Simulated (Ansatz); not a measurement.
# Ca on Au(111): change of the work function, part 5 of 5

How does Ca on the bridge site change the work function of Au(111) as the layer fills?

Ansatz 0.2.0; plane-wave DFT, PBE, Ansatz PAW.

So far, work function, upper face (eV): step 2 (the clean slab) 5.16; step 3 (adsorbate added, k-mesh 4×4×1, coverage 0.111 ML) 2.56; step 4 (adsorbate added, k-mesh 6×6×1, coverage 0.25 ML) 2.12; step 6 (the slab at 0.25 ML, atoms frozen) 2.12; step 7 (the substrate of the 0.25 ML cell alone) 5.29.

### 10. The same run with other settings: scf.n_extra_bands = 8 and basis.ecutwfc = "29.4 Ry"

This step: plane-wave DFT, PBE, Ansatz PAW (Ansatz 0.2.0).

System of this step: Ca/Au(111). The cell holds 17 atoms: 16 Au and 1 Ca. Its edges and angles: a = 5.770 Å, b = 5.770 Å, c = 28.233 Å, α = 90.0°, β = 90.0°, γ = 60.0°. Vacuum lies along c.

A run with a changed input: it repeats the earlier run at 0.25 ML with scf.n_extra_bands to 8 and basis.ecutwfc to 29.4 Ry; its output block differs too.

The input, input.yaml:

```yaml
crystal:
  lattice:
    - [5.7699913344, 0.0, 0.0]
    - [2.8849956672, 4.9969590752, 0.0]
    - [0.0, 0.0, 28.2334116221]
  atoms:
    - { symbol: Au, position: [0.0, 0.0, 0.318771253] }
    - { symbol: Au, position: [0.1666666667, 0.1666666667, 0.4022039295] }
    - { symbol: Au, position: [0.3333333333, 0.3333333333, 0.4885202996] }
    - { symbol: Au, position: [0.0, 0.0, 0.577049975] }
    - { symbol: Au, position: [0.0, 0.5, 0.318771253] }
    - { symbol: Au, position: [0.1666666667, 0.6666666667, 0.4022039295] }
    - { symbol: Au, position: [0.3333333333, 0.8333333333, 0.4885202996] }
    - { symbol: Au, position: [0.0, 0.5, 0.577049975] }
    - { symbol: Au, position: [0.5, 0.0, 0.318771253] }
    - { symbol: Au, position: [0.6666666667, 0.1666666667, 0.4022039295] }
    - { symbol: Au, position: [0.8333333333, 0.3333333333, 0.4885202996] }
    - { symbol: Au, position: [0.5, 0.0, 0.577049975] }
    - { symbol: Au, position: [0.5, 0.5, 0.318771253] }
    - { symbol: Au, position: [0.6666666667, 0.6666666667, 0.4022039295] }
    - { symbol: Au, position: [0.8333333333, 0.8333333333, 0.4885202996] }
    - { symbol: Au, position: [0.5, 0.5, 0.577049975] }
    - { symbol: Ca, position: [0.25, 0.0, 0.681228747] }
kpoints:
  mp_grid: { grid: [6, 6, 1] }
hamiltonian:
  xc: pbe
scf:
  occupations: { method: fermi_dirac, width: 0.1 }
  convergence: { dr2_threshold: 1.0e-08 }
  n_extra_bands: 8
efield:
  axis: 3
  dipole_correction: true
  ramp_position: 0.97
  ramp_width: 0.06
relax:
  f_tol: 0.02
  max_steps: 60
  constraints: [{ sites: [0, 1, 4, 5, 8, 9, 12, 13] }]
output:
  bader: true
  dos: { projected: true, e_range: [-8, 4] }
  write_potential: true
  write_density: true
  volumetric_format: npy
basis:
  ecutwfc: "29.4 Ry"
```

On the command line:

```console
ansatz run input.yaml --threads 4 --pin off --max-ram 12288MiB --backend cpu --events-out ev --progress --plain --runs-dir out
```

Numbers of over 12 decimals in the logs are rounded to 6 here.

What it wrote:

```text
Warning: basis.ecutwfc = 400.007378 eV is below the records' recommended 420 eV, and the density's cutoff is lower with it unless basis.ecutrho_ratio is high enough to keep the records' density cutoff: compare with a run at a higher cutoff
[...]
Crystal: 17 atoms, lattice volume = 814.037 Å³
Basis set: ecut = 400.007378 eV, 14841 PW (Γ), exchange–correlation on 80×80×384 points (8 copies of the dense FFT grid, shifted against one another)
Bands: 165, of which v1, the nominal top of the filled ones, is band 157 counted from 1 (156 counted from 0)
Symmetry: 2 space group operations
[...]
k-points: 13 of 36 (time reversal used)
[...]
SCF iter   1: F=—  HF=-212204.270582 eV  |F-HF|=—  |Δ(HF+E_count)|=         —  Δρ=5.69e-3  dr2=1.10e1  ethr=1.77e-3  p=0.467 e·Å  D=1.04e-1 V/Å  ΔV_dip=-2.93 eV  dr2_dipole=4.07e0  V_vac-E_F(+/−)=1.82/4.75 eV  ⟨swp⟩=6.6  Hψ=9029  notcnv=0
[...]
SCF iter  11: F=-212203.790007 eV  HF=-212203.790007 eV  |F-HF|=2.14e-8  |Δ(HF+E_count)|=   7.36e-8  Δρ=5.64e-7  dr2=4.87e-9  ethr=3.18e-12  p=0.350 e·Å  D=7.78e-2 V/Å  ΔV_dip=-2.20 eV  dr2_dipole=6.61e-10  V_vac-E_F(+/−)=2.98/5.17 eV  ⟨swp⟩=11.4  Hψ=17648  notcnv=0
SCF 1 converged in 11 iterations: F = -212203.790007 eV  dr2 = 4.87e-9
[...]
relax step   1: F+E_penalty+E_count = -212203.79000684 eV  Δ(F+E_penalty+E_count) = +0.000e0 eV  max|allowed force component| = 1.416e0 eV/Å  Δτ_max = 0.0000 Å  (11 SCF iters, accepted)
[...]
SCF iter  11: F=-212204.162127 eV  HF=-212204.162127 eV  |F-HF|=6.29e-9  |Δ(HF+E_count)|=   7.71e-9  Δρ=3.07e-7  dr2=1.74e-9  ethr=3.18e-12  p=0.385 e·Å  D=8.55e-2 V/Å  ΔV_dip=-2.41 eV  dr2_dipole=2.93e-10  V_vac-E_F(+/−)=2.78/5.20 eV  ⟨swp⟩=9.8  Hψ=15617  notcnv=0
SCF 2 converged in 11 iterations: F = -212204.162127 eV  dr2 = 1.74e-9
relax step   2: F+E_penalty+E_count = -212204.16212713 eV  Δ(F+E_penalty+E_count) = -3.721e-1 eV  max|allowed force component| = 1.298e0 eV/Å  Δτ_max = 0.1870 Å  (11 SCF iters, accepted)
SCF iter   1: F=—  HF=-212204.428405 eV  |F-HF|=—  |Δ(HF+E_count)|=         —  Δρ=2.47e-3  dr2=1.26e-1  ethr=3.50e-4  p=0.385 e·Å  D=8.55e-2 V/Å  ΔV_dip=-2.41 eV  dr2_dipole=4.04e-2  V_vac-E_F(+/−)=2.79/5.20 eV  ⟨swp⟩=6.5  Hψ=7639  notcnv=0
[...]
SCF iter  10: F=-212204.406256 eV  HF=-212204.406256 eV  |F-HF|=6.40e-9  |Δ(HF+E_count)|=   3.07e-8  Δρ=4.42e-7  dr2=4.75e-9  ethr=3.18e-12  p=0.423 e·Å  D=9.40e-2 V/Å  ΔV_dip=-2.65 eV  dr2_dipole=1.02e-9  V_vac-E_F(+/−)=2.56/5.21 eV  ⟨swp⟩=8.3  Hψ=16797  notcnv=0
SCF 3 converged in 10 iterations: F = -212204.406256 eV  dr2 = 4.75e-9
relax step   3: F+E_penalty+E_count = -212204.40625637 eV  Δ(F+E_penalty+E_count) = -2.441e-1 eV  max|allowed force component| = 6.784e-1 eV/Å  Δτ_max = 0.1958 Å  (10 SCF iters, accepted)
[...]
relax step   4: F+E_penalty+E_count = -212204.52082888 eV  Δ(F+E_penalty+E_count) = -1.146e-1 eV  max|allowed force component| = 2.485e-1 eV/Å  Δτ_max = 0.1947 Å  (10 SCF iters, accepted)
[...]
relax step   5: F+E_penalty+E_count = -212204.58390931 eV  Δ(F+E_penalty+E_count) = -6.308e-2 eV  max|allowed force component| = 9.272e-2 eV/Å  Δτ_max = 0.1920 Å  (10 SCF iters, accepted)
[...]
relax step   6: F+E_penalty+E_count = -212204.59046376 eV  Δ(F+E_penalty+E_count) = -6.554e-3 eV  max|allowed force component| = 6.031e-2 eV/Å  Δτ_max = 0.0752 Å  (10 SCF iters, accepted)
[...]
relax step   7: F+E_penalty+E_count = -212204.59185868 eV  Δ(F+E_penalty+E_count) = -1.395e-3 eV  max|allowed force component| = 1.400e-2 eV/Å  Δτ_max = 0.1084 Å  (10 SCF iters, accepted)
SCF iter   1: F=—  HF=-212204.591617 eV  |F-HF|=—  |Δ(HF+E_count)|=         —  Δρ=5.01e-4  dr2=2.14e-3  ethr=6.01e-6  p=0.496 e·Å  D=1.10e-1 V/Å  ΔV_dip=-3.11 eV  dr2_dipole=3.01e-4  V_vac-E_F(+/−)=2.11/5.23 eV  ⟨swp⟩=3.0  Hψ=4512  notcnv=0
[...]
SCF iter   8: F=-212204.591979 eV  HF=-212204.591979 eV  |F-HF|=2.74e-9  |Δ(HF+E_count)|=   3.27e-8  Δρ=4.98e-7  dr2=4.79e-9  ethr=3.18e-12  p=0.495 e·Å  D=1.10e-1 V/Å  ΔV_dip=-3.11 eV  dr2_dipole=4.62e-13  V_vac-E_F(+/−)=2.12/5.23 eV  ⟨swp⟩=10.2  Hψ=16022  notcnv=0
SCF 8 converged in 8 iterations: F = -212204.591979 eV  dr2 = 4.79e-9
relax step   8: F+E_penalty+E_count = -212204.59197850 eV  Δ(F+E_penalty+E_count) = -1.198e-4 eV  max|allowed force component| = 1.957e-2 eV/Å  Δτ_max = 0.0302 Å  (8 SCF iters, accepted)
[...]
SCF converged after 8 iterations
Free energy (F): -212204.591979 eV
[...]
Internal energy: -212204.331466 eV  (E = F + TS)
E sigma→0 (E₀):  -212204.461722 eV
Entropy (-TS):   -0.260512 eV (-15.324 meV/atom)
Fermi energy:    4.915037 eV
Dipole field:    D = 0.110033 V/Å  (p = 0.495002 e·Å, saw-weighted, corrected)
Work function:   Φ+ = 2.1203 eV   Φ− = 5.2269 eV
[...]
--- Forces (eV/Å), atoms counted from 1 ---
  atom   1  Au     0.01320723     0.00704271    -0.51131974
  atom   2  Au     0.00000000     0.02621301     0.49916787
  atom   3  Au     0.00188586    -0.01570342     0.01330158
  atom   4  Au     0.01593907     0.00218216    -0.00257924
  atom   5  Au     0.00000000    -0.01288028    -0.52781189
  atom   6  Au     0.02990969    -0.03832787     0.52303473
  atom   7  Au     0.00000000     0.00999491     0.01957057
  atom   8  Au     0.00000000     0.00188816    -0.00125008
  atom   9  Au    -0.01320723     0.00704271    -0.51131974
  atom  10  Au     0.00000000     0.04213481     0.48686147
  atom  11  Au    -0.00188586    -0.01570342     0.01330158
  atom  12  Au    -0.01593907     0.00218216    -0.00257924
  atom  13  Au     0.00000000     0.00195491    -0.53227714
  atom  14  Au    -0.02990969    -0.03832787     0.52303473
  atom  15  Au     0.00000000     0.01776463     0.01570457
  atom  16  Au     0.00000000     0.00240710    -0.00228665
  atom  17  Ca     0.00000000     0.00013960    -0.00252558
  max |Σ_I F_I| component: 2.78e-5 eV/Å
--- Band table (eV; the first three rows and the last of 13) ---
  k-point 0: bands = [... 153 lower, 4.8414, 4.8827, 4.9164, 5.2443, 5.7090, 5.7409, 5.7620, 5.9549, ... 4 higher]
  k-point 1: bands = [... 153 lower, 4.0449, 4.7827, 4.9057, 4.9403, 5.0590, 5.3763, 5.4047, 5.6119, ... 4 higher]
  k-point 2: bands = [... 153 lower, 3.7732, 4.1262, 4.9412, 4.9490, 5.2706, 5.3227, 5.3854, 5.8065, ... 4 higher]
  k-point 12: bands = [... 153 lower, 3.5724, 3.6854, 3.8482, 4.5719, 4.7270, 5.4781, 5.7872, 6.1696, ... 4 higher]
--- Relaxed structure (8 steps of the walk, 8 accepted, 0 SCFs on fresh bases) ---
  F+E_penalty+E_count = -212204.59197850 eV   max|allowed force component| = 1.957e-2 eV/Å
  atoms:
    - { symbol: Au, position: [0.0, 0.0, 0.318771253] }
    - { symbol: Au, position: [0.166667, 0.166667, 0.4022039295] }
    - { symbol: Au, position: [0.332362, 0.336511, 0.490051] }
    - { symbol: Au, position: [-0.00906068, 0.0029895, 0.573867] }
    - { symbol: Au, position: [0.0, 0.500000, 0.318771253] }
    - { symbol: Au, position: [0.166667, 0.666667, 0.4022039295] }
    - { symbol: Au, position: [0.334111, 0.831777, 0.489054] }
    - { symbol: Au, position: [-0.000978186, 0.501956, 0.593155] }
    - { symbol: Au, position: [0.500000, 0.0, 0.318771253] }
    - { symbol: Au, position: [0.666667, 0.166667, 0.4022039295] }
    - { symbol: Au, position: [0.831127, 0.336511, 0.490051] }
    - { symbol: Au, position: [0.506071, 0.0029895, 0.573867] }
    - { symbol: Au, position: [0.5, 0.500000, 0.318771253] }
    - { symbol: Au, position: [0.666667, 0.666667, 0.4022039295] }
    - { symbol: Au, position: [0.835631, 0.828739, 0.488022] }
    - { symbol: Au, position: [0.497942, 0.504116, 0.597978] }
    - { symbol: Ca, position: [0.240214, 0.019571, 0.657737] }
--- Bader charges: 17 sites ---
  site symbol  charge [e]  shift [e]
     0     Au     -0.0268     0.0000
     1     Au      0.0363     0.0000
     2     Au     -0.0141     0.0000
     3     Au     -0.2468     0.0000
     4     Au     -0.0250     0.0000
     5     Au      0.0342     0.0000
     6     Au     -0.0139     0.0000
     7     Au     -0.3286     0.0000
     8     Au     -0.0268     0.0000
     9     Au      0.0383     0.0000
    10     Au     -0.0141     0.0000
    11     Au     -0.2468     0.0000
    12     Au     -0.0256     0.0000
    13     Au      0.0342     0.0000
    14     Au     -0.0265     0.0000
    15     Au     -0.3719     0.0000
    16     Ca      1.2237     0.0001
  estimated error of the sums over rays = 3.4e-4 e
```

It took 9.4 min on 4 threads of Arm Neoverse V1, shared host; peak memory 3.4 GiB; 36 min of CPU time.

Step by step:

```
step  energy less that of the first step (eV)  largest force component (eV/Å)
   1                                   0.0000                          1.4157
   2                                  -0.3721                          1.2978
   3                                  -0.6162                          0.6784
   4                                  -0.7308                          0.2485
   5                                  -0.7939                          0.0927
   6                                  -0.8005                          0.0603
   7                                  -0.8019                          0.0140
   8                                  -0.8020                          0.0196
```

The run keeps the 2 symmetry operations that it works with, so distortions that break them were not tested.

The atoms that moved most (Å):

```
atom      dx      dy      dz  length
Ca17   0.000   0.098  -0.663   0.670
Au16   0.000   0.021   0.591   0.591
 Au8   0.000   0.010   0.455   0.455
 Au4  -0.044   0.015  -0.090   0.101
Au12   0.044   0.015  -0.090   0.101
 Au3   0.004   0.016   0.043   0.046
Au11  -0.004   0.016   0.043   0.046
Au15   0.000  -0.023  -0.014   0.027
```

The relaxed structure:

```xyz
17
Lattice="5.7700 0.0000 0.0000 2.8850 4.9970 0.0000 0.0000 0.0000 28.2334" Properties=species:S:1:pos:R:3
Au    0.0000    0.0000    9.0000
Au    1.4425    0.8328   11.3556
Au    2.8886    1.6815   13.8358
Au   -0.0437    0.0149   16.2022
Au    1.4425    2.4985    9.0000
Au    2.8850    3.3313   11.3556
Au    4.3275    4.1564   13.8077
Au    1.4425    2.5083   16.7468
Au    2.8850    0.0000    9.0000
Au    4.3275    0.8328   11.3556
Au    5.7664    1.6815   13.8358
Au    2.9287    0.0149   16.2022
Au    4.3275    2.4985    9.0000
Au    5.7700    3.3313   11.3556
Au    7.2125    4.1412   13.7785
Au    4.3275    2.5190   16.8829
Ca    1.4425    0.0978   18.5702
```

Numbers from this step:

```yaml
energy_at_zero_smearing: -212204.4617 eV
work_function_upper_face: 2.120 eV
work_function_lower_face: 5.227 eV
dipole_along_the_normal: 0.4950 e·Å
step_between_the_vacuum_levels: -3.107 eV
```

The density of states has structure finer than the step of the table below, so its rows give means over 0.25 eV, whole bins alone (the curve runs from -8 to 1.11 eV). Peaks (eV: height): -4.660: 58.4, -4.180: 53.9, -4.000: 55.2, -3.640: 47.9, -3.040: 55.7, -2.860: 54.4, -2.110: 48.4.

Table of density of states by energy, zero at the Fermi level; means over each step:

```
energy (eV)  density of states (states/eV a cell)
      -7.75                                  2.82
      -7.50                                  2.19
      -7.25                                  3.16
      -7.00                                  5.46
      -6.75                                  10.1
      -6.50                                  13.3
      -6.25                                  17.0
      -6.00                                  31.2
      -5.75                                  29.5
      -5.50                                  23.9
      -5.25                                  29.3
      -5.00                                  27.4
      -4.75                                  40.3
      -4.50                                  35.3
      -4.25                                  42.2
      -4.00                                  43.8
      -3.75                                  37.1
      -3.50                                  34.1
      -3.25                                  34.9
      -3.00                                  42.2
      -2.75                                  42.9
      -2.50                                  33.1
      -2.25                                  37.9
      -2.00                                  41.2
      -1.75                                  16.8
      -1.50                                  7.79
      -1.25                                  7.27
      -1.00                                  5.76
      -0.75                                  3.46
      -0.50                                  3.12
      -0.25                                  7.30
       0.00                                  9.15
       0.25                                  4.17
       0.50                                  8.65
       0.75                                  5.16
```

Projected DOS per atom over height of the atomic layer and energy from the Fermi level. Layers: Au4 Au4 Au4 Au2 Au2 Ca from below.

Ten even steps from '0' (0.01 states/eV) to '9' (4.09 states/eV), each cell a mean:
```
000001
000002
000000
000000
000000
100010
211000
665330
555450
746590
535490
634580
755660
565750
344630
334620
354530
353210
132100
010000
000000
000000
```
Columns: height of the atomic layer (Å) from 9 to 18.6 (not evenly spaced); rows upwards: energy from the Fermi level (eV) from -7.96 to 1.04.

```
                      quantity  this run  earlier run  difference
work function, upper face (eV)     2.120        2.120     -9.4e-5
work function, lower face (eV)     5.227        5.227     -9.9e-6
 dipole along the normal (e·Å)    0.4950       0.4950      1.4e-5
```

Nothing in the table moves by 0.01 in its unit (for the dipole 0.5 % and 5e-5 e·Å). The run took 80 SCF cycles against 81.

### 11. The same run with other settings

This step: plane-wave DFT, PBE, Ansatz PAW, but for the change named below (Ansatz 0.2.0).

System of this step: Au(111). The cell holds 4 atoms: 4 Au. Cell: a = 2.885 Å, b = 2.885 Å, c = 25.067 Å, α = 90.0°, β = 90.0°, γ = 60.0°. Vacuum lies along c.

An input spoilt on purpose, to show how the run answers: it repeats the earlier run at 0 ML with hamiltonian.xc from pbe to b3-lyp, and scf.max_iter set to 50.

The input, input.yaml:

```yaml
crystal:
  lattice:
    - [2.8849956672, 0.0, 0.0]
    - [1.4424978336, 2.4984795376, 0.0]
    - [0.0, 0.0, 25.0667672949]
  atoms:
    - { symbol: Au, position: [0.0, 0.0, 0.3590411118] }
    - { symbol: Au, position: [0.3333333333, 0.3333333333, 0.4530137039] }
    - { symbol: Au, position: [0.6666666667, 0.6666666667, 0.5469862961] }
    - { symbol: Au, position: [0.0, 0.0, 0.6409588882] }
kpoints:
  mp_grid: { grid: [12, 12, 1] }
hamiltonian:
  xc: b3-lyp
scf:
  occupations: { method: fermi_dirac, width: 0.1 }
  convergence: { dr2_threshold: 1.0e-08 }
  max_iter: 50
efield:
  axis: 3
  dipole_correction: true
  ramp_position: 0.97
  ramp_width: 0.06
relax:
  f_tol: 0.02
  max_steps: 60
  constraints: [{ sites: [0, 1] }]
output:
  write_potential: true
  write_density: true
  volumetric_format: npy
```

What it wrote:

```text
Error: YAML parse error: error: line 14 column 7: hamiltonian.xc: unknown variant `b3-lyp`, expected one of `lda`, `lda-pw`, `pw92`, `pbe`, `pbesol`, `rpbe`, `revpbe`, `blyp`, `pbe0`, `revpbe0`, `b3lyp`, `b3lyp5`, `hse06`, `wpbeh`, `hiss`, `lc_wpbe`, `cam_b3lyp`, `hf`, `r2scan`, `r2scanh`, `r2scan0`, `r2scan50`, `mr2scan`
  --> <input>:14:7
   |
12 |   mp_grid: { grid: [12, 12, 1] }
13 | hamiltonian:
14 |   xc: b3-lyp
   |       ^ hamiltonian.xc: unknown variant `b3-lyp`, expected one of `lda`, `lda-pw`, `pw92`, `pbe`, `pbesol`, `rpbe`, `revpbe`, `blyp`, `pbe0`, `revpbe0`, `b3lyp`, `b3lyp5`, `hse06`, `wpbeh`, `hiss`, `lc_wpbe`, `cam_b3lyp`, `hf`, `r2scan`, `r2scanh`, `r2scan0`, `r2scan50`, `mr2scan`
15 | scf:
16 |   occupations: { method: fermi_dirac, width: 0.1 }
   |
```

The job ended after 0.02 s (4 threads; peak memory 0.021 GiB).

The input was rejected at the start.

The program's message: “Error: YAML parse error: error: line 14 column 7: hamiltonian.xc: unknown variant `b3-lyp`, expected one of `lda`, `lda-pw`, `pw92`, `pbe`, `pbesol`, `rpbe`, `revpbe`, `blyp`, `pbe0`, `revpbe0`, `b3ly …”

The fault put into the input: an unknown functional.

### 12. Summary of results

```json
{
 "work function of the clean face": "5.16 eV",
 "work function at 0.11 ML": "2.56 eV",
 "work function at 0.25 ML": "2.12 eV",
 "dipole per adsorbate at 0.11 ML, positive end outwards": "4.57 D",
 "step of the potential from the moved charge at 0.25 ML, upper less lower side, atoms held": "-3.30 eV"
}
```

Ca lowers the work function of Au(111) at the lowest coverage, by 2.60 eV: the adsorbate layer has its positive end outwards. The slab has 4 layers, at the tabulated experimental lattice constant, one starting site was run, and quantum-size effects of a slab this thin can reach one or two tenths of an eV.

[Logs are printed without paths, hosts, clocks, repeated set-up lines and the standing remarks that a program may print on its own settings, such as how far it seeks lower states.]

[Hosts, paths, dates, database ids (printed as entryN), source tags and the programs' standing remarks are cut or masked in the printed files.]

[Maps of the electrostatic potential energy from Ansatz leave out the sawtooth potential of an applied field or a dipole correction, so their vacuum need not be flat; planar profiles and work functions include it.]
